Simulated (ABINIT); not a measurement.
# BeH2 (Fm-3m): zone-centre phonons, part 2 of 3

Aim: the zone-centre modes of BeH2 (Fm-3m).

ABINIT 10.8.3; DFT LDA, scalar-relativistic, plane waves, HGH norm-conserving pseudopotentials.

So far. Step 5 (Relaxing the cell and atoms): The volume changes by +0.0 % in this run and stands -30.2 % from the first cell. Step 6 (Ground state): The cell stands at -1.1 GPa: the relaxation ran with a smoothed and higher cutoff, and the difference is a stress of the finite basis. The relaxed cell has a = 3.903 Å (conventional setting).

The structure was built from a prototype and need not be the compound's stable phase.

## (7) Linear response at Γ

At q = 0 one unit cell holds all displacements. The response is solved for single atoms along the cell's directions, and symmetry skips those that follow from others. The crystal is treated as a metal, which screens a static field, so no field response is asked.

Input file dfpt_gamma.abi:

```

# common to the responses
getwfk_filepath "gso_WFK"
kptopt 2
nqpt 1
qpt 0.0 0.0 0.0
asr 0
chneut 0

# displacements
rfphon 1
rfatpol 1 3
rfdir 1 1 1
tolvrs 1.0d-10
prtwf 0

# basis, mesh and filling
ecut 40.0
ixc 7
ngkpt 12 12 12
nshiftk 1
shiftk 0.0 0.0 0.0
istwfk *1
occopt 6
tsmear 0.01
nband 7
nstep 100
diemac 1000000.0
prtebands 0
prtgsr 0

# cell and atoms
acell 5.215999297 5.215999297 5.215999297
rprim 
    0.0 0.7071067812 0.7071067812
    0.7071067812 0.0 0.7071067812
    0.7071067812 0.7071067812 0.0
ntypat 2
znucl 4 1
natom 3
typat 1 2 2
xred 
    0.0 0.0 0.0
    0.25 0.25 0.25
    0.75 0.75 0.75
pp_dirpath "./pseudo"
pseudos "Be.hgh, H.hgh"
```

Started as:

```
OMP_NUM_THREADS=1 mpirun -n 2 abinit dfpt_gamma.abi > dfpt_gamma.log
```

Numbers of over 12 decimals in the logs are rounded to 6 here.

dfpt_gamma.abo, the main output file:

```text
[banners, grids, parts of the stress and lines that vanish by symmetry left out]
- input  file    -> dfpt_gamma.abi
- output file    -> dfpt_gamma.abo
- root for input  files -> dfpt_gammai
- root for output files -> dfpt_gammao

 Symmetries : space group Fm -3 m (#225); Bravais cF (face-center cubic)
================================================================================
 Values of the parameters that define the memory need of the present run (RF).
     intxc =       0      iscf =       7    lmnmax =       2     lnmax =       2
     mgfft =      30  mpssoang =       2    mqgrid =    3001     natom =       3
  nloc_mem =       1    nspden =       1   nspinor =       1    nsppol =       1
      nsym =      48    n1xccc =       0    ntypat =       2    occopt =       6
   xclevel =       1
-    mband =           7        mffmem =           1         mkmem =         434
-   mkqmem =         434        mk1mem =         434           mpw =        1243
      nfft =       27000          nkpt =         868
- my_mband =           7
================================================================================
================================================================================

--------------------------------------------------------------------------------
------------- Echo of variables that govern the present computation ------------
--------------------------------------------------------------------------------
-
- outvars: echo of selected default values
-   iomode0 =  0 , fftalg0 =312 , wfoptalg0 =  0
-
- outvars: echo of global parameters not present in the input file
-  max_nthreads =    1
-
 -outvars: echo values of preprocessed input variables
 [... echo left out ...]
================================================================================

 chkinp: Checking input parameters for consistency.

[...]
== DATASET  1 ==================================================================
-   mpi_nproc: 2, omp_nthreads: 1 (-1 if OMP is not activated)

--- !DatasetInfo
iteration_state: {dtset: 1, }
dimensions: {natom: 3, nkpt: 868, mband: 7, nsppol: 1, nspinor: 1, nspden: 1, mpw: 1243, }
cutoff_energies: {ecut:  40.0, pawecutdg:  -1.0, }
electrons: {nelect:   4.00000000E+00, charge:   0.00000000E+00, occopt:   6.00000000E+00, tsmear:   1.00000000E-02, }
meta: {optdriver: 1, rfphon: 1, }
...

 mkfilename: getwfk from: gso_WFK

 Exchange-correlation functional for the present dataset will be:
  LDA: Perdew-Wang 92 LSD fit to Ceperley-Alder data - ixc=7
 Citation for XC functional:
  J.P.Perdew and Y.Wang, PRB 45, 13244 (1992)

 Real(R)+Recip(G) space primitive vectors, cartesian coordinates (Bohr,Bohr^-1):
 R(1)=  0.0000000  3.6882685  3.6882685  G(1)= -0.1355650  0.1355650  0.1355650
 R(2)=  3.6882685  0.0000000  3.6882685  G(2)=  0.1355650 -0.1355650  0.1355650
 R(3)=  3.6882685  3.6882685  0.0000000  G(3)=  0.1355650  0.1355650 -0.1355650
 Unit cell volume ucvol=  1.0034542E+02 bohr^3
 Angles (23,13,12)=  6.00000000E+01  6.00000000E+01  6.00000000E+01 degrees
 setup1 : take into account q-point for computing boxcut.

 getcut: wavevector=  0.0000  0.0000  0.0000  ngfft=  30  30  30
         ecut(hartree)=     40.000   => boxcut(ratio)=   2.02242

--- Pseudopotential description ------------------------------------------------
- pspini: atom type   1  psp file is ./pseudo/Be.hgh

- pspini: atom type   2  psp file is ./pseudo/H.hgh

  -1.14207250E+01                                ecore*ucvol(ha*bohr**3)
--------------------------------------------------------------------------------

 ==>  initialize data related to q vector <==

 The list of irreducible perturbations for this q vector is:
    1)    idir= 1    ipert=   1
    2)    idir= 1    ipert=   2

[...]
The perturbation idir=   2  ipert=   1 is
 symmetric of a previously calculated perturbation.
 So, its SCF calculation is not needed.

 The perturbation idir=   3  ipert=   1 is
 symmetric of a previously calculated perturbation.
 So, its SCF calculation is not needed.

 The perturbation idir=   2  ipert=   2 is
 symmetric of a previously calculated perturbation.
 So, its SCF calculation is not needed.

 The perturbation idir=   3  ipert=   2 is
 symmetric of a previously calculated perturbation.
 So, its SCF calculation is not needed.

 The perturbation idir=   1  ipert=   3 is
 symmetric of a previously calculated perturbation.
 So, its SCF calculation is not needed.

 The perturbation idir=   2  ipert=   3 is
 symmetric of a previously calculated perturbation.
 So, its SCF calculation is not needed.

 The perturbation idir=   3  ipert=   3 is
 symmetric of a previously calculated perturbation.
 So, its SCF calculation is not needed.

--------------------------------------------------------------------------------
 Perturbation wavevector (in red.coord.)   0.000000  0.000000  0.000000
 Perturbation : displacement of atom   1   along direction   1
 Found     4 symmetries that leave the perturbation invariant.

[...]
dfpt_looppert : total number of electrons, from k and k+q
  fully or partially occupied states are    4.000000E+00 and    4.000000E+00.
 Initialisation of the first-order wave-functions :
  ireadwf=   0

--- !BeginCycle
iteration_state: {dtset: 1, }
solver: {iscf: 7, nstep: 100, nline: 4, wfoptalg: 0, }
tolerances: {tolvrs: 1.00E-10, }
...

     iter   2DEtotal(Ha)        deltaE(Ha) residm    vres2
-ETOT  1  0.290500     -2.071E+01 4.312E-01 4.848E+02
 ETOT  2  0.212527     -7.797E-02 7.912E-04 6.915E+00
 ETOT  3  0.211107     -1.420E-03 1.299E-05 3.196E-02
 ETOT  4  0.211101     -6.159E-06 8.268E-08 4.293E-05
 ETOT  5  0.211101     -6.864E-09 4.590E-11 2.874E-07
[...]
At SCF step    7       vres2   =  1.28E-12 < tolvrs=  1.00E-10 =>converged.
[...]
Mean square residual over all n,k,spin=   16.201E-17; max=  18.845E-16

 Thirteen components of 2nd-order total energy (hartree) are
 1,2,3: 0th-order hamiltonian combined with 1st-order wavefunctions
     kin0=   2.22827773E+01 eigvalue=  -3.00194314E-01  local=  -1.15909075E+01
 4,5,6: 1st-order hamiltonian combined with 1st and 0th-order wfs
 loc psp =  -6.39658942E+00  Hartree=   8.07013417E-01     xc=  -6.80987844E-01
 note that "loc psp" includes a xc core correction that could be resolved
 7,8,9: eventually, occupation + non-local contributions
    edocc=   1.79540775E+00     enl0=   8.47643899E+00   enl1=  -3.51825062E+01
 1-9 gives the relaxation energy (to be shifted if some occ is /=2.0)
   erelax=  -2.07895478E+01
 10,11,12 Non-relaxation  contributions : frozen-wavefunctions and Ewald
 fr.local=  -6.78537959E+00 fr.nonlo=   2.32432022E+01  Ewald=   4.54282570E+00
 13,14 Frozen wf xc core corrections (1) and (2)
 frxc 1  =   0.00000000E+00  frxc 2 =   0.00000000E+00
 Resulting in :
 2DEtotal=    0.2111005130E+00 Ha. Also 2DEtotal=    0.574433759633E+01 eV
    (2DErelax=   -2.0789547802E+01 Ha. 2DEnonrelax=    2.1000648315E+01 Ha)
    (  non-var. 2DEtotal :    2.1110050619E-01 Ha)

[...]
Perturbation wavevector (in red.coord.)   0.000000  0.000000  0.000000
 Perturbation : displacement of atom   2   along direction   1
 Found     2 symmetries that leave the perturbation invariant.

--------------------------------------------------------------------------------

--------------------------------------------------------------------------------

 dfpt_looppert : total number of electrons, from k and k+q
  fully or partially occupied states are    4.000000E+00 and    4.000000E+00.
 Initialisation of the first-order wave-functions :
  ireadwf=   0

--- !BeginCycle
iteration_state: {dtset: 1, }
solver: {iscf: 7, nstep: 100, nline: 4, wfoptalg: 0, }
tolerances: {tolvrs: 1.00E-10, }
...

     iter   2DEtotal(Ha)        deltaE(Ha) residm    vres2
-ETOT  1   1.439757     -3.158E+01 3.081E-01 2.535E+03
[...]
ETOT  6  0.760853     -3.371E-10 1.155E-11 3.303E-09
 ETOT  7  0.760853     -7.248E-13 2.240E-14 5.758E-12

 At SCF step    7       vres2   =  5.76E-12 < tolvrs=  1.00E-10 =>converged.
[...]
Mean square residual over all n,k,spin=   41.926E-17; max=  22.404E-15

 Thirteen components of 2nd-order total energy (hartree) are
 1,2,3: 0th-order hamiltonian combined with 1st-order wavefunctions
     kin0=   3.11211137E+01 eigvalue=  -2.63861141E-01  local=  -6.04013568E+00
 4,5,6: 1st-order hamiltonian combined with 1st and 0th-order wfs
 loc psp =  -6.45269592E+01  Hartree=   6.28199477E+00     xc=  -3.95632648E+00
 note that "loc psp" includes a xc core correction that could be resolved
 7,8,9: eventually, occupation + non-local contributions
    edocc=   5.01486568E+00     enl0=   1.05828637E-01   enl1=   0.00000000E+00
 1-9 gives the relaxation energy (to be shifted if some occ is /=2.0)
   erelax=  -3.22634797E+01
 10,11,12 Non-relaxation  contributions : frozen-wavefunctions and Ewald
 fr.local=   2.96172136E+01 fr.nonlo=   0.00000000E+00  Ewald=   3.40711928E+00
 13,14 Frozen wf xc core corrections (1) and (2)
 frxc 1  =   0.00000000E+00  frxc 2 =   0.00000000E+00
 Resulting in :
 2DEtotal=    0.7608531969E+00 Ha. Also 2DEtotal=    0.207038702181E+02 eV
    (2DErelax=   -3.2263479655E+01 Ha. 2DEnonrelax=    3.3024332852E+01 Ha)
    (  non-var. 2DEtotal :    7.6085325624E-01 Ha)

[...]
---- first-order wavefunction calculations are completed ----

 ==> Compute Derivative Database <==

 [... matrices left out ...]
  Phonon wavevector (reduced coordinates) :  0.00000  0.00000  0.00000
 Phonon energies in Hartree :
   2.679499E-05  2.679499E-05  2.679499E-05  1.606029E-03  1.606029E-03
   1.606029E-03  5.322923E-03  5.322923E-03  5.322923E-03
 Phonon frequencies in cm-1    :
-  5.880820E+00  5.880820E+00  5.880820E+00  3.524827E+02  3.524827E+02
-  3.524827E+02  1.168247E+03  1.168247E+03  1.168247E+03

== END DATASET(S) ==============================================================
================================================================================

 -outvars: echo values of variables after computation
            acell      5.2159992970E+00  5.2159992970E+00  5.2159992970E+00 Bohr
           etotal      7.6085319693E-01
            fcart      0.0000000000E+00  0.0000000000E+00  0.0000000000E+00
           strten      0.0000000000E+00  0.0000000000E+00  0.0000000000E+00
================================================================================
```

It took 40 s on 2 MPI ranks of Intel Xeon Platinum 8488C (Sapphire Rapids), shared host; 79 s of CPU time.

Numbers from this step:

- largest acoustic frequency at the zone centre before the sum rule: 5.88 cm⁻¹
- highest optical zone-centre mode (no LO-TO term): 1168 cm⁻¹
- lowest optical zone-centre mode: 352.5 cm⁻¹

The acoustic modes at Γ come out as far as 5.9 cm⁻¹ from zero, where they should vanish, a small numerical error.

## (8) Zone-centre analysis

anaddb reads the merged derivatives and imposes the acoustic sum rule.

Input file anaddb.abi:

```
ddb_filepath "gamma_DDB"
output_file "anaddb.abo"
outdata_prefix "anaddb"
asr 1
chneut 1
enunit 2
eivec 1
nph1l 1
qph1l 0.0 0.0 0.0 1.0
```

Input file mrgddb.in:

```
gamma_DDB
merged
2
dfpt_gammao_DDB
gso_DDB
```

Started as:

```
mrgddb < mrgddb.in > mrgddb.log
OMP_NUM_THREADS=1 anaddb anaddb.abi > anaddb.log
```

anaddb.abo, the main output file:

```text
-outvars_anaddb: echo values of input variables ----------------------

 Miscellaneous information :
      enunit         2
       eivec         1
         asr         1
 First list of wavevector (reduced coord.) :
       nph1l         1
       qph1l
                     0.00000000E+00  0.00000000E+00  0.00000000E+00    1.000E+00

================================================================================

 read the DDB information and perform some checks

  ==== Info on the Cryst% object ====
 Real(R)+Recip(G) space primitive vectors, cartesian coordinates (Bohr,Bohr^-1):
 R(1)=  0.0000000  3.6882685  3.6882685  G(1)= -0.1355650  0.1355650  0.1355650
 R(2)=  3.6882685  0.0000000  3.6882685  G(2)=  0.1355650 -0.1355650  0.1355650
 R(3)=  3.6882685  3.6882685  0.0000000  G(3)=  0.1355650  0.1355650 -0.1355650
 Unit cell volume ucvol=  1.0034542E+02 bohr^3
 Angles (23,13,12)=  6.00000000E+01  6.00000000E+01  6.00000000E+01 degrees
 Time-reversal symmetry is present
 Reduced atomic positions [iatom, xred, symbol]:
    1)    0.0000000  0.0000000  0.0000000  Be
    2)    0.2500000  0.2500000  0.2500000   H
    3)    0.7500000  0.7500000  0.7500000   H

 DDB file with 3 blocks has been read.

================================================================================

 Treat the first list of vectors

  Phonon wavevector (reduced coordinates) :  0.00000  0.00000  0.00000
 Phonon energies in Hartree :
   0.000000E+00  0.000000E+00  0.000000E+00  1.605954E-03  1.605954E-03
   1.605954E-03  5.322913E-03  5.322913E-03  5.322913E-03
 Phonon energies in meV     :
-  0.000000E+00  0.000000E+00  0.000000E+00  4.370025E+01  4.370025E+01
-  4.370025E+01  1.448438E+02  1.448438E+02  1.448438E+02
 Phonon frequencies in cm-1    :
-  0.000000E+00  0.000000E+00  0.000000E+00  3.524663E+02  3.524663E+02
-  3.524663E+02  1.168244E+03  1.168244E+03  1.168244E+03
 Phonon frequencies in Thz     :
-  0.000000E+00  0.000000E+00  0.000000E+00  1.056667E+01  1.056667E+01
-  1.056667E+01  3.502309E+01  3.502309E+01  3.502309E+01
 Phonon energies in Kelvin  :
-  0.000000E+00  0.000000E+00  0.000000E+00  5.071203E+02  5.071203E+02
-  5.071203E+02  1.680843E+03  1.680843E+03  1.680843E+03

 Eigendisplacements
 (will be given, for each mode : in cartesian coordinates
   for each atom the real part of the displacement vector,
   then the imaginary part of the displacement vector - absolute values smaller than 1.0d-7 are set to zero)
  Mode number    1   Energy    0.000000E+00
 Attention : low frequency mode.
   (Could be unstable or acoustic mode)
-  1  2.19487271E-07 -4.78448596E-07  7.05293377E-03
-     0.00000000E+00  0.00000000E+00  0.00000000E+00
-  2  2.19488771E-07 -4.78451866E-07  7.05298197E-03
-     0.00000000E+00  0.00000000E+00  0.00000000E+00
-  3  2.19488771E-07 -4.78451866E-07  7.05298197E-03
-     0.00000000E+00  0.00000000E+00  0.00000000E+00
  Mode number    2   Energy    0.000000E+00
 Attention : low frequency mode.
   (Could be unstable or acoustic mode)
-  1  1.47275300E-06  7.05293362E-03  4.78402754E-07
-     0.00000000E+00  0.00000000E+00  0.00000000E+00
-  2  1.47276306E-06  7.05298182E-03  4.78406023E-07
-     0.00000000E+00  0.00000000E+00  0.00000000E+00
-  3  1.47276306E-06  7.05298182E-03  4.78406023E-07
-     0.00000000E+00  0.00000000E+00  0.00000000E+00
  Mode number    3   Energy    0.000000E+00
 Attention : low frequency mode.
   (Could be unstable or acoustic mode)
-  1  7.05293364E-03 -1.47273810E-06 -2.19587173E-07
-     0.00000000E+00  0.00000000E+00  0.00000000E+00
-  2  7.05298183E-03 -1.47274817E-06 -2.19588673E-07
-     0.00000000E+00  0.00000000E+00  0.00000000E+00
-  3  7.05298183E-03 -1.47274817E-06 -2.19588673E-07
-     0.00000000E+00  0.00000000E+00  0.00000000E+00
  Mode number    4   Energy    1.605954E-03
-  1  0.00000000E+00  1.18707965E-06 -3.33572399E-03
-     0.00000000E+00  0.00000000E+00  0.00000000E+00
-  2 -1.31138757E-07 -5.30691545E-06  1.49125674E-02
-     0.00000000E+00  0.00000000E+00  0.00000000E+00
-  3 -1.31138757E-07 -5.30691545E-06  1.49125674E-02
-     0.00000000E+00  0.00000000E+00  0.00000000E+00
  Mode number    5   Energy    1.605954E-03
-  1  4.29827561E-07  3.33572396E-03  1.18708342E-06
-     0.00000000E+00  0.00000000E+00  0.00000000E+00
-  2 -1.92157159E-06 -1.49125672E-02 -5.30693231E-06
-     0.00000000E+00  0.00000000E+00  0.00000000E+00
-  3 -1.92157159E-06 -1.49125672E-02 -5.30693231E-06
-     0.00000000E+00  0.00000000E+00  0.00000000E+00
  Mode number    6   Energy    1.605954E-03
-  1  3.33572417E-03 -4.29837973E-07  0.00000000E+00
-     0.00000000E+00  0.00000000E+00  0.00000000E+00
-  2 -1.49125682E-02  1.92161814E-06 -1.30454921E-07
-     0.00000000E+00  0.00000000E+00  0.00000000E+00
-  3 -1.49125682E-02  1.92161814E-06 -1.30454921E-07
-     0.00000000E+00  0.00000000E+00  0.00000000E+00
  Mode number    7   Energy    5.322913E-03
-  1  0.00000000E+00  0.00000000E+00  0.00000000E+00
-     0.00000000E+00  0.00000000E+00  0.00000000E+00
-  2  9.40290153E-07  1.13034864E-06 -1.64963404E-02
-     0.00000000E+00  0.00000000E+00  0.00000000E+00
-  3 -9.40290153E-07 -1.13034864E-06  1.64963404E-02
-     0.00000000E+00  0.00000000E+00  0.00000000E+00
  Mode number    8   Energy    5.322913E-03
-  1  0.00000000E+00  0.00000000E+00  0.00000000E+00
-     0.00000000E+00  0.00000000E+00  0.00000000E+00
-  2  1.60882721E-06 -1.64963403E-02 -1.13025693E-06
-     0.00000000E+00  0.00000000E+00  0.00000000E+00
-  3 -1.60882721E-06  1.64963403E-02  1.13025693E-06
-     0.00000000E+00  0.00000000E+00  0.00000000E+00
  Mode number    9   Energy    5.322913E-03
-  1  0.00000000E+00  0.00000000E+00  0.00000000E+00
-     0.00000000E+00  0.00000000E+00  0.00000000E+00
-  2  1.64963403E-02  1.60876278E-06  9.40400385E-07
-     0.00000000E+00  0.00000000E+00  0.00000000E+00
-  3 -1.64963403E-02 -1.60876278E-06 -9.40400385E-07
-     0.00000000E+00  0.00000000E+00  0.00000000E+00

 Analysis of degeneracies and characters (maximum tolerance=1.00E-06 a.u.)
 For each vibration mode, or group of modes if degenerate,
 the characters are given for each symmetry operation (see the list in the log file).
 Symmetry characters of vibration mode #   1
       degenerate with vibration modes #   2 to    3
  3.0 -3.0 -1.0  1.0 -1.0  1.0 -1.0  1.0  1.0 -1.0 -1.0  1.0  1.0 -1.0 -1.0  1.0
 -0.0  0.0  0.0 -0.0 -0.0  0.0  0.0 -0.0  1.0 -1.0 -1.0  1.0 -1.0  1.0  1.0 -1.0
 -0.0  0.0 -0.0  0.0  0.0 -0.0  0.0 -0.0  1.0 -1.0  1.0 -1.0 -1.0  1.0 -1.0  1.0
 Symmetry characters of vibration mode #   4
       degenerate with vibration modes #   5 to    6
  3.0 -3.0 -1.0  1.0 -1.0  1.0 -1.0  1.0  1.0 -1.0 -1.0  1.0  1.0 -1.0 -1.0  1.0
 -0.0  0.0 -0.0  0.0 -0.0  0.0  0.0 -0.0  1.0 -1.0 -1.0  1.0 -1.0  1.0  1.0 -1.0
  0.0 -0.0 -0.0  0.0  0.0 -0.0 -0.0  0.0  1.0 -1.0  1.0 -1.0 -1.0  1.0 -1.0  1.0
 Symmetry characters of vibration mode #   7
       degenerate with vibration modes #   8 to    9
  3.0  3.0 -1.0 -1.0 -1.0 -1.0 -1.0 -1.0  1.0  1.0 -1.0 -1.0  1.0  1.0 -1.0 -1.0
 -0.0 -0.0  0.0  0.0 -0.0 -0.0  0.0  0.0  1.0  1.0 -1.0 -1.0 -1.0 -1.0  1.0  1.0
 -0.0 -0.0 -0.0 -0.0  0.0  0.0  0.0  0.0  1.0  1.0  1.0  1.0 -1.0 -1.0 -1.0 -1.0
-
```

The job ended after 1.2 s (1 thread).

No LO-TO term; unit eigenvectors of the mass-weighted matrix, from anaddb's displacements. The modes at Γ (shares of kinetic energy by element, %):

```
mode  frequency (cm⁻¹)  symmetry  Be %  H %
   1               0.0  acoustic    82   18
   2               0.0  acoustic    82   18
   3               0.0  acoustic    82   18
   4             352.5       T1u    18   82
   5             352.5       T1u    18   82
   6             352.5       T1u    18   82
   7            1168.2       T2g     0  100
   8            1168.2       T2g     0  100
   9            1168.2       T2g     0  100
```

Displacements in mode 4 (352.5 cm⁻¹), the largest set to 1:
```
Be1  0.00  0.00 -0.22
H2   0.00  0.00  1.00
H3   0.00  0.00  1.00
```

Displacements in mode 7 (1168.2 cm⁻¹), the largest set to 1:
```
Be1  0.00  0.00  0.00
H2   0.00  0.00 -1.00
H3   0.00  0.00  1.00
```

The rule moves no optical mode by more than 0.1 cm⁻¹.

(Part 2 of 3 ends here.)

[Host names and launcher messages were left out of these logs when they were recorded.]

[Logs are printed without paths, hosts, clocks, repeated set-up lines and the standing remarks that a program may print on its own settings, such as how far it seeks lower states.]

[Hosts, paths, dates, database ids (printed as entryN), source tags and the programs' standing remarks are cut or masked in the printed files.]
